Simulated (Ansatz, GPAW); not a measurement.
# 1T-TiTe2 monolayer: work function by functional and basis, part 2 of 3

Aim: the work function of both faces of 1T-TiTe2 monolayer, and its spread over functionals and bases.

GPAW 26.7.0 and Ansatz 0.2.0; Ansatz plane waves; layer without images along its normal, relaxation of atoms and in-plane cell (the session's first sound run).

So far, upper work function (eV): step 3 (the slab's potential) 4.88.

## (4) Self-consistent run: xc = "revPBE"

Level of this step: GPAW, PAW setups; slab in vacuum (GPAW).

The same geometry under revPBE, to see how far the functional moves the levels against the vacuum.

File run.py:

```python
import json
import numpy as np
from ase import Atoms
from gpaw import GPAW, PW

slab = Atoms(
    ['Te', 'Ti', 'Te'],
    positions=[
        [1.87455, 1.08227, 9.00000],
        [0.00000, 0.00000, 10.74634],
        [-0.00000, 2.16454, 12.49268]],
    cell=[[3.7491, 0.0, 0.0], [-1.87455, 3.24681, -0.0], [0.0, -0.0, 21.4927]],
    pbc=[True, True, False])

slab.calc = GPAW(mode=PW(400), xc='revPBE', kpts={'size': (9, 9, 1), 'gamma': True},
                 occupations={'name': 'fermi-dirac', 'width': 0.05}, nbands='140%',
                 convergence={'density': 1e-05}, maxiter=200,
                 poissonsolver={'dipolelayer': 'xy'},
                 symmetry={'tolerance': 1e-3}, txt='slab.txt')
result = {}
energy = slab.get_potential_energy()
fermi = slab.calc.get_fermi_level()
v = slab.calc.get_electrostatic_potential().mean((0, 1)) - fermi
n = slab.calc.get_pseudo_density().mean((0, 1))
L = slab.cell[2, 2]
z = np.arange(len(v)) * L / len(v)
low, high = slab.positions[:, 2].min(), slab.positions[:, 2].max()
below, above = np.interp([low - 6.8, high + 6.8], z, v)
slopes = [np.interp(x, z, np.gradient(v, z)) for x in (low - 6.8, high + 6.8)]
eps = np.array([[slab.calc.get_eigenvalues(k, s) for k in range(len(slab.calc.get_ibz_k_points()))]
                for s in range(slab.calc.get_number_of_spins())]) - fermi
top, bottom = eps[eps < 0].max(), eps[eps > 0].min()
dipole = slab.get_dipole_moment()[2]
print(f'energy {energy:.4f} eV, Fermi level {fermi:.4f} eV, dipole {dipole:.5f} e A')
print(f'potential 6.8 A off the faces, from the Fermi level: lower {below:.4f} eV, upper {above:.4f} eV')
print(f'slope of the potential there: lower {slopes[0]:.5f}, upper {slopes[1]:.5f} eV/A')
print(f'nearest levels on the mesh: {top:.4f} and {bottom:.4f} eV')
print('magnetic moment', round(slab.get_magnetic_moment(), 3))
result.update(energy=energy, fermi=fermi, dipole=dipole, below=below, above=above, slopes=slopes, edges=[top, bottom],
              z=z.tolist(), v=v.tolist(), n=n.tolist(), positions=slab.positions.tolist(),
              forces=slab.get_forces(apply_constraint=False).tolist(), moments=slab.get_magnetic_moments().tolist())
json.dump(result, open('result.json', 'w'))
```

Command:

```sh
$ OMP_NUM_THREADS=1 OPENBLAS_NUM_THREADS=1 python run.py
```

Numbers of over 12 decimals in the logs are rounded to 6 here.

What it wrote:

```text
energy -14.2231 eV, Fermi level -1.2666 eV, dipole -0.00084 e A
potential 6.8 A off the faces, from the Fermi level: lower 4.7728 eV, upper 4.7763 eV
slope of the potential there: lower 0.00009, upper -0.00009 eV/A
nearest levels on the mesh: -0.0870 and 0.0273 eV
magnetic moment 0.0
```

Wall time 13 s (1 thread of Intel Xeon 6975P-C (Granite Rapids), shared host); peak memory 0.2 GiB.

This step gave:

| Quantity | Value |
| --- | --- |
| dipole along the normal | -8.37e-4 e·Å |
| levels nearest the Fermi level on the mesh | -0.08695, 0.02734 eV from the Fermi level |
| upper work function | 4.776 eV |
| lower work function | 4.773 eV |

Electrostatic potential energy of an electron (without an applied field's), less the Fermi level, planar mean against z:

z (Å), electrostatic potential energy of an electron (without an applied field's), less the Fermi level, planar mean (eV) and a bar from the least value:
```
        0        4.8 ##############################
        1        4.8 ##############################
        2        4.8 ##############################
        3        4.8 ##############################
        4        4.8 ##############################
        5        4.8 ##############################
        6        4.8 ##############################
        7        4.6 ##############################
        8        1.3 #########################
        9      -17.7 
       10       -3.6 ###################
       11       -9.4 ###########
       12       -8.9 ############
       13       -7.2 ##############
       14        3.9 #############################
       15        4.7 ##############################
       16        4.8 ##############################
       17        4.8 ##############################
       18        4.8 ##############################
       19        4.8 ##############################
       20        4.8 ##############################
       21        4.8 ##############################
```

The pseudo valence density, planar mean oscillates, so the rows of the table below give means over windows of 1 Å about each position, cut where the curve ends. Its maxima inside the range that stand out by 2 % of the span (Å: e/Å³): 8.4: 0.256, 9.7: 0.315, 10.7: 1.01, 11.8: 0.315, 13.1: 0.256. Its minima: 9.0: 0.103, 9.9: 0.294, 11.6: 0.294, 12.5: 0.103.

Table of pseudo valence density, planar mean by z; means over each step:

z (Å), pseudo valence density, planar mean (e/Å³) and a bar:
```
        5       0.00 
        6       0.00 
        7       0.01 #
        8       0.14 ######
        9       0.20 #########
       10       0.41 ##################
       11       0.70 ##############################
       12       0.26 ###########
       13       0.20 ########
       14       0.05 ##
       15       0.00 
       16       0.00 
       17       0.00
```

Force by atom:

```tsv
atom	x (eV/Å)	y (eV/Å)	z (eV/Å)	size
Te1	0.000	0.000	-0.147	0.147
Ti2	0.000	0.000	0.000	0.000
Te3	0.000	0.000	0.147	0.147
```

The upper face's work function is 4.776 eV, against 4.881 eV in the first plane-wave PBE run at this geometry.

## (5) OptPBE vdW: xc = "optPBE-vdW"

The same geometry under optPBE-vdW, to see how far the functional moves the levels against the vacuum (the van der Waals functionals take revPBE setups).

Edit run.py of step 4 so:

```diff
@@ -14,3 +14,3 @@
 
-slab.calc = GPAW(mode=PW(400), xc='revPBE', kpts={'size': (9, 9, 1), 'gamma': True},
+slab.calc = GPAW(mode=PW(400), xc='optPBE-vdW', kpts={'size': (9, 9, 1), 'gamma': True},
                  occupations={'name': 'fermi-dirac', 'width': 0.05}, nbands='140%',
```

What it wrote:

```text
energy -52.7703 eV, Fermi level -1.4945 eV, dipole -0.00084 e A
potential 6.8 A off the faces, from the Fermi level: lower 5.0628 eV, upper 5.0663 eV
slope of the potential there: lower 0.00009, upper -0.00009 eV/A
nearest levels on the mesh: -0.0767 and 0.0342 eV
magnetic moment 0.0
```

Elapsed: 25 s, on 1 thread; peak memory 0.36 GiB.

This step gave:

| Property | Result |
| --- | --- |
| levels nearest the Fermi level on the mesh | -0.07667, 0.03421 eV from the Fermi level |
| upper work function | 5.066 eV |
| lower work function | 5.063 eV |

Electrostatic potential energy of an electron (without an applied field's), less the Fermi level, planar mean against z:

```tsv
z (Å)	electrostatic potential energy of an electron (without an applied field's), less the Fermi level, planar mean (eV)
0.0	5.06
0.5	5.06
1.0	5.06
1.5	5.06
2.0	5.06
2.5	5.06
3.0	5.06
3.5	5.06
4.0	5.06
4.5	5.06
5.0	5.06
5.5	5.06
6.0	5.05
6.5	5.00
7.0	4.82
7.5	4.12
8.0	1.44
8.5	-7.34
9.0	-17.7
9.5	-8.66
10.0	-3.51
10.5	-9.44
11.0	-9.33
11.5	-3.49
12.0	-8.82
12.5	-17.6
13.0	-7.13
13.5	1.51
14.0	4.14
14.5	4.83
15.0	5.00
15.5	5.05
16.0	5.06
16.5	5.07
17.0	5.07
17.5	5.07
18.0	5.07
18.5	5.07
19.0	5.07
19.5	5.07
20.0	5.07
20.5	5.07
21.0	5.07
```

The upper face's work function is 5.066 eV, against 4.881 eV in the first plane-wave PBE run at this geometry.

## (6) Self-consistent run: xc = "RPBE"

The same geometry under RPBE, to see how far the functional moves the levels against the vacuum.

Edit run.py of step 5 so:

```diff
@@ -14,3 +14,3 @@
 
-slab.calc = GPAW(mode=PW(400), xc='optPBE-vdW', kpts={'size': (9, 9, 1), 'gamma': True},
+slab.calc = GPAW(mode=PW(400), xc='RPBE', kpts={'size': (9, 9, 1), 'gamma': True},
                  occupations={'name': 'fermi-dirac', 'width': 0.05}, nbands='140%',
```

What it wrote:

```text
energy -14.0801 eV, Fermi level -1.2525 eV, dipole -0.00084 e A
potential 6.8 A off the faces, from the Fermi level: lower 4.7666 eV, upper 4.7700 eV
slope of the potential there: lower 0.00009, upper -0.00009 eV/A
nearest levels on the mesh: -0.0867 and 0.0279 eV
magnetic moment 0.0
```

Wall time 14 s (1 thread); peak memory 0.2 GiB.

This step gave:

```yaml
dipole_along_the_normal: -8.36e-4 e·Å
levels_nearest_the_fermi_level_on_the_mesh: -0.08667, 0.02789 eV from the Fermi level
upper_work_function: 4.770 eV
lower_work_function: 4.767 eV
```

The upper face's work function is 4.770 eV, against 4.881 eV in the first plane-wave PBE run at this geometry.

## (7) Real-space grid: mode = "fd"

A real-space grid is a second complete basis, so it checks the plane-wave result.

Edit run.py of step 6 so:

```diff
@@ -3,3 +3,3 @@
 from ase import Atoms
-from gpaw import GPAW, PW
+from gpaw import GPAW
 
@@ -14,3 +14,3 @@
 
-slab.calc = GPAW(mode=PW(400), xc='RPBE', kpts={'size': (9, 9, 1), 'gamma': True},
+slab.calc = GPAW(mode='fd', h=0.18, xc='PBE', kpts={'size': (9, 9, 1), 'gamma': True},
                  occupations={'name': 'fermi-dirac', 'width': 0.05}, nbands='140%',
```

What it wrote:

```text
energy -15.1965 eV, Fermi level -4.8838 eV, dipole -0.00023 e A
potential 6.8 A off the faces, from the Fermi level: lower 4.8821 eV, upper 4.8855 eV
slope of the potential there: lower -0.00000, upper 0.00000 eV/A
nearest levels on the mesh: -0.0870 and 0.0250 eV
magnetic moment 0.0
```

The job ended after 52 s (1 thread; peak memory 0.48 GiB).

Numbers from this step:

```yaml
dipole_along_the_normal: -2.31e-4 e·Å
levels_nearest_the_fermi_level_on_the_mesh: -0.08705, 0.02496 eV from the Fermi level
upper_work_function: 4.886 eV
lower_work_function: 4.882 eV
```

Table of electrostatic potential energy of an electron (without an applied field's), less the Fermi level, planar mean by z:

```tsv
z (Å)	electrostatic potential energy of an electron (without an applied field's), less the Fermi level, planar mean (eV)
0	4.88
1	4.88
2	4.88
3	4.88
4	4.88
5	4.88
6	4.87
7	4.67
8	1.39
9	-17.7
10	-3.52
11	-9.32
12	-8.75
13	-7.17
14	4.04
15	4.84
16	4.88
17	4.89
18	4.89
19	4.89
20	4.89
21	4.89
```

The upper face's work function is 4.886 eV, against 4.881 eV in the first plane-wave PBE run at this geometry.

## (8) Atomic orbitals: mode = "lcao"

Atom-centred orbitals end a few angstrom from the surface, which tests how much the density's tail matters.

Edit run.py of step 7 so:

```diff
@@ -14,4 +14,4 @@
 
-slab.calc = GPAW(mode='fd', h=0.18, xc='PBE', kpts={'size': (9, 9, 1), 'gamma': True},
-                 occupations={'name': 'fermi-dirac', 'width': 0.05}, nbands='140%',
+slab.calc = GPAW(mode='lcao', basis='dzp', h=0.18, xc='PBE', kpts={'size': (9, 9, 1), 'gamma': True},
+                 occupations={'name': 'fermi-dirac', 'width': 0.05}, nbands='120%',
                  convergence={'density': 1e-05}, maxiter=200,
```

What it wrote:

```text
energy -14.4833 eV, Fermi level -4.7496 eV, dipole -0.00023 e A
potential 6.8 A off the faces, from the Fermi level: lower 4.7479 eV, upper 4.7513 eV
slope of the potential there: lower 0.00000, upper 0.00000 eV/A
nearest levels on the mesh: -0.0709 and 0.0431 eV
magnetic moment 0.0
```

The job ended after 52 s (1 thread; peak memory 0.33 GiB).

Numbers from this step:

```yaml
levels_nearest_the_fermi_level_on_the_mesh: -0.07088, 0.04305 eV from the Fermi level
upper_work_function: 4.751 eV
lower_work_function: 4.748 eV
```

The upper face's work function is 4.751 eV, against 4.881 eV in the first plane-wave PBE run at this geometry.

## (9) The ladder

Times are for 1 thread of Intel Xeon 6975P-C (Granite Rapids), shared host. The series side by side:

```tsv
no.	run	upper work function (eV)	lower work function (eV)	time	memory (GiB)
1	pw	4.881	4.878	13 s	0.2
2	revPBE	4.776	4.773	13 s	0.2
3	optPBE vdW	5.066	5.063	25 s	0.36
4	RPBE	4.770	4.767	14 s	0.2
5	fd	4.886	4.882	52 s	0.48
6	lcao	4.751	4.748	52 s	0.33
```

## (10) A second plane-wave code

A second program with its own datasets checks the number independently.

This step: Ansatz plane waves; slab in vacuum with a dipole correction (Ansatz 0.2.0).

File input.yaml:

```yaml
crystal:
  lattice:
    - [3.7490982645, 0.0, 0.0]
    - [-1.8745491323, 3.2468143383, 0.0]
    - [0.0, 0.0, 31.1518433029]
  atoms:
    - { symbol: Te, position: [0.6666666667, 0.3333333333, 0.2918485672] }
    - { symbol: Ti, position: [0.0, 0.0, 0.347907529] }
    - { symbol: Te, position: [0.3333333333, 0.6666666667, 0.4039664907] }
kpoints:
  mp_grid: { grid: [9, 9, 1] }
hamiltonian:
  xc: pbe
scf:
  occupations: { method: fermi_dirac, width: 0.05 }
efield:
  axis: 3
  dipole_correction: true
  ramp_width: 0.05
output:
  forces: true
  write_potential: true
  write_density: true
  volumetric_format: npy
  elf: true
```

Command:

```sh
$ ansatz run input.yaml --threads 4 --pin off --max-ram 8192MiB --backend cpu --events-out ev --progress --plain --runs-dir out
```

What it wrote:

```text
[...]
Crystal: 3 atoms, lattice volume = 379.200 Å³
Basis set: ecut = 420 eV, 7437 PW (Γ), exchange–correlation on 54×54×432 points (8 copies of the dense FFT grid, shifted against one another)
Bands: 27, of which v1, the nominal top of the filled ones, is band 22 counted from 1 (21 counted from 0)
Symmetry: 6 space group operations
k-points: 12 of 81 (time reversal used)
[...]
SCF iter   1: F=—  HF=-16461.666286 eV  |F-HF|=—  |Δ(HF+E_count)|=         —  Δρ=2.01e-3  dr2=3.85e-2  ethr=1.77e-3  p=0.000 e·Å  D=5.79e-7 V/Å  ΔV_dip=-0.00 eV  dr2_dipole=3.65e-8  V_vac-E_F(+/−)=4.80/4.80 eV  ⟨swp⟩=9.3  Hψ=1676  notcnv=0
efield: sawtooth ramp at fractional position 0.8229 (placed from the atoms, in the widest stretch of the axis that holds none; the zero of the levels goes with the place), width 0.0500; the density the first Hamiltonian is built on has a dipole p = 0.000 e·Å; the dipole correction subtracts the counter field D = 5.79e-7 V/Å, which shifts the + side's vacuum level by -0.00 eV against the − side's; the planar-averaged density in the ramp window peaks in size at 1.9e-6 e/Å³
[...]
SCF iter   2: F=—  HF=-16461.672642 eV  |F-HF|=—  |Δ(HF+E_count)|=   6.36e-3  Δρ=2.70e-3  dr2=8.48e-2  ethr=8.75e-5  p=-0.000 e·Å  D=-6.29e-5 V/Å  ΔV_dip=0.00 eV  dr2_dipole=5.92e-7  V_vac-E_F(+/−)=5.00/5.00 eV  ⟨swp⟩=3.9  Hψ=819  notcnv=0
[...]
SCF iter   7: F=-16461.664643 eV  HF=-16461.664642 eV  |F-HF|=1.69e-7  |Δ(HF+E_count)|=   1.13e-6  Δρ=2.89e-6  dr2=2.54e-8  ethr=2.27e-10  p=0.000 e·Å  D=5.41e-7 V/Å  ΔV_dip=-0.00 eV  dr2_dipole=3.91e-11  V_vac-E_F(+/−)=4.87/4.87 eV  ⟨swp⟩=12.6  Hψ=2495  notcnv=0
SCF 1 converged in 7 iterations: F = -16461.664643 eV  dr2 = 2.54e-8
[...]
WARN: The input density's exchange-correlation potential varies sharply where the density is thin. Do not read a vacuum level from v_tot or v_xc, or from such a field of the output density. On a cell that repeats whose density bears no net charge and no dipole along the vacuum's axis use v_es (v_loc + v_h of the components); under efield.dipole_correction with no amplitude use v_es + v_field, which holds any external [...]
SCF converged after 7 iterations
Free energy (F): -16461.664643 eV
[...]
Internal energy: -16461.653831 eV  (E = F + TS)
E sigma→0 (E₀):  -16461.659237 eV
Entropy (-TS):   -0.010812 eV (-3.604 meV/atom)
Fermi energy:    -1.682389 eV
Dipole field:    D = 0.000007 V/Å  (p = 0.000014 e·Å, saw-weighted, corrected)
Work function:   Φ+ = 4.8706 eV   Φ− = 4.8708 eV
Levels:          The Fermi level and band energies are counted from a zero that moves with the ramp; work functions are not
[...]
--- Forces (eV/Å), atoms counted from 1 ---
  atom   1  Te     0.00000000     0.00000000    -0.00272161
  atom   2  Ti    -0.00000000     0.00000000    -0.00000259
  atom   3  Te    -0.00000000     0.00000000     0.00271977
  max |Σ_I F_I| component: 4.43e-6 eV/Å
--- Band table (eV; the first three rows and the last of 12) ---
  k-point 0: bands = [... 18 lower, -3.1042, -3.1012, -1.2236, -1.2236, -1.1612, -0.4963, -0.4963, 1.7056, ... 1 higher]
  k-point 1: bands = [... 18 lower, -3.0881, -2.6736, -2.0165, -1.5710, -1.2276, -0.4750, -0.2831, 1.0219, ... 1 higher]
  k-point 2: bands = [... 18 lower, -3.6260, -3.0986, -2.6235, -2.0217, -1.4200, -0.3722, -0.2054, 0.5332, ... 1 higher]
  k-point 11: bands = [... 18 lower, -5.2660, -4.3615, -3.5938, -3.5938, -0.5795, -0.4451, -0.4451, 0.7681, ... 1 higher]
```

Run time: 2 s. Hardware: 4 threads; peak memory 0.74 GiB; 7.1 s of CPU time.

This step gave:

```yaml
symmetry_operations: 6
upper_work_function: 4.871 eV
lower_work_function: 4.871 eV
dipole_along_the_normal: 1.39e-5 e·Å
dipole_field: 6.65e-6 V/Å
vacuum_level_above: 3.188 eV
vacuum_level_below: 3.188 eV
```

The electrostatic potential energy of an electron (with the applied field's), less the Fermi level, planar mean by z:

```tsv
z (Å)	electrostatic potential energy of an electron (with the applied field's), less the Fermi level, planar mean (eV)
0	4.87
1	4.87
2	4.87
3	4.87
4	4.87
5	4.87
6	4.86
7	4.71
8	2.03
9	0.640
10	-3.96
11	-7.02
12	-3.70
13	-1.55
14	3.77
15	4.81
16	4.87
17	4.87
18	4.87
19	4.87
20	4.87
21	4.87
22	4.87
23	4.87
24	4.87
25	4.87
26	4.87
27	4.87
28	4.87
29	4.87
30	4.87
31	4.87
```

The valence density, planar mean oscillates, so the rows of the table below give means over windows of 1 Å about each position, cut where the curve ends. Its maxima inside the range that stand out by 2 % of the span (Å: e/Å³): 9.1: 1.25, 10.8: 0.928, 12.5: 1.25. Its minima: 10.0: 0.294, 11.7: 0.291.

The valence density, planar mean by z; means over each step:

z (Å), valence density, planar mean (e/Å³) and a bar:
```
        5       0.00 
        6       0.00 
        7       0.01 
        8       0.14 ####
        9       0.94 ##############################
       10       0.44 ##############
       11       0.73 #######################
       12       0.60 ###################
       13       0.70 ######################
       14       0.06 ##
       15       0.00 
       16       0.00 
       17       0.00
```

(Part 2 of 3 ends here.)

[Logs are printed without paths, hosts, clocks, repeated set-up lines and the standing remarks that a program may print on its own settings, such as how far it seeks lower states.]

[Hosts, paths, dates, database ids (printed as entryN), source tags and the programs' standing remarks are cut or masked in the printed files.]
